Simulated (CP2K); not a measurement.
Consider thiophene at its PBE geometry (Å).

```xyz
9

C     0.5330   -0.8448    0.0838
C    -0.8511   -0.5137    0.1271
C    -1.0764    0.8341   -0.0469
S     0.3962    1.6921   -0.2624
C     1.3316    0.2581   -0.1221
H     0.9251   -1.8532    0.2003
H    -1.6480   -1.2389    0.2789
H    -2.0242    1.3632   -0.0618
H     2.4138    0.3031   -0.1969
```

Method: CP2K XAS_TDP, all-electron GAPW, PBEh(45%), aug-cc-pVDZ, TDA, GW2X-corrected core level, ZORA, spin–orbit coupling.

Question: Where do the S L₂,₃-edge lines lie, and how strong are they?

Leading lines: S4 167.64 eV. The leading line of an atom is its first one with 35 % of the strongest within 2.5 eV of its lowest line over the strength cut. Core ionisation energies at this level: S4 171.15/171.24/172.30 eV; the 2p½ level lies 1.10 eV above the 2p3/2 pair.

The first six lines of each atom with a strength over 0.0003:

```
              atom  energy (eV)  states  strength, one atom  above the computed threshold
S4 (bonded to 2 C)       167.64       1              0.0021                              
                         167.93       1              0.0021                              
                         168.70       2              0.0017                              
                         169.02       1              0.0041                              
                         169.52       1              0.0052                              
                         169.56       2              0.0034
```

Lines are vertical, at one geometry, with no vibrational structure. GW2X ionisation energies and lines can be off by 1 to 2 eV either way, and a good line position may hide errors that cancel. Rydberg lines, and the discretised continuum above threshold, depend on the basis and the box.

[Banner, clock and machine lines of the logs are left out without a mark of their own.]

[Logs are printed without paths, hosts, clocks, repeated set-up lines and the standing remarks that a program may print on its own settings, such as how far it seeks lower states.]

[Hosts, paths, dates, database ids (printed as entryN), source tags and the programs' standing remarks are cut or masked in the printed files.]
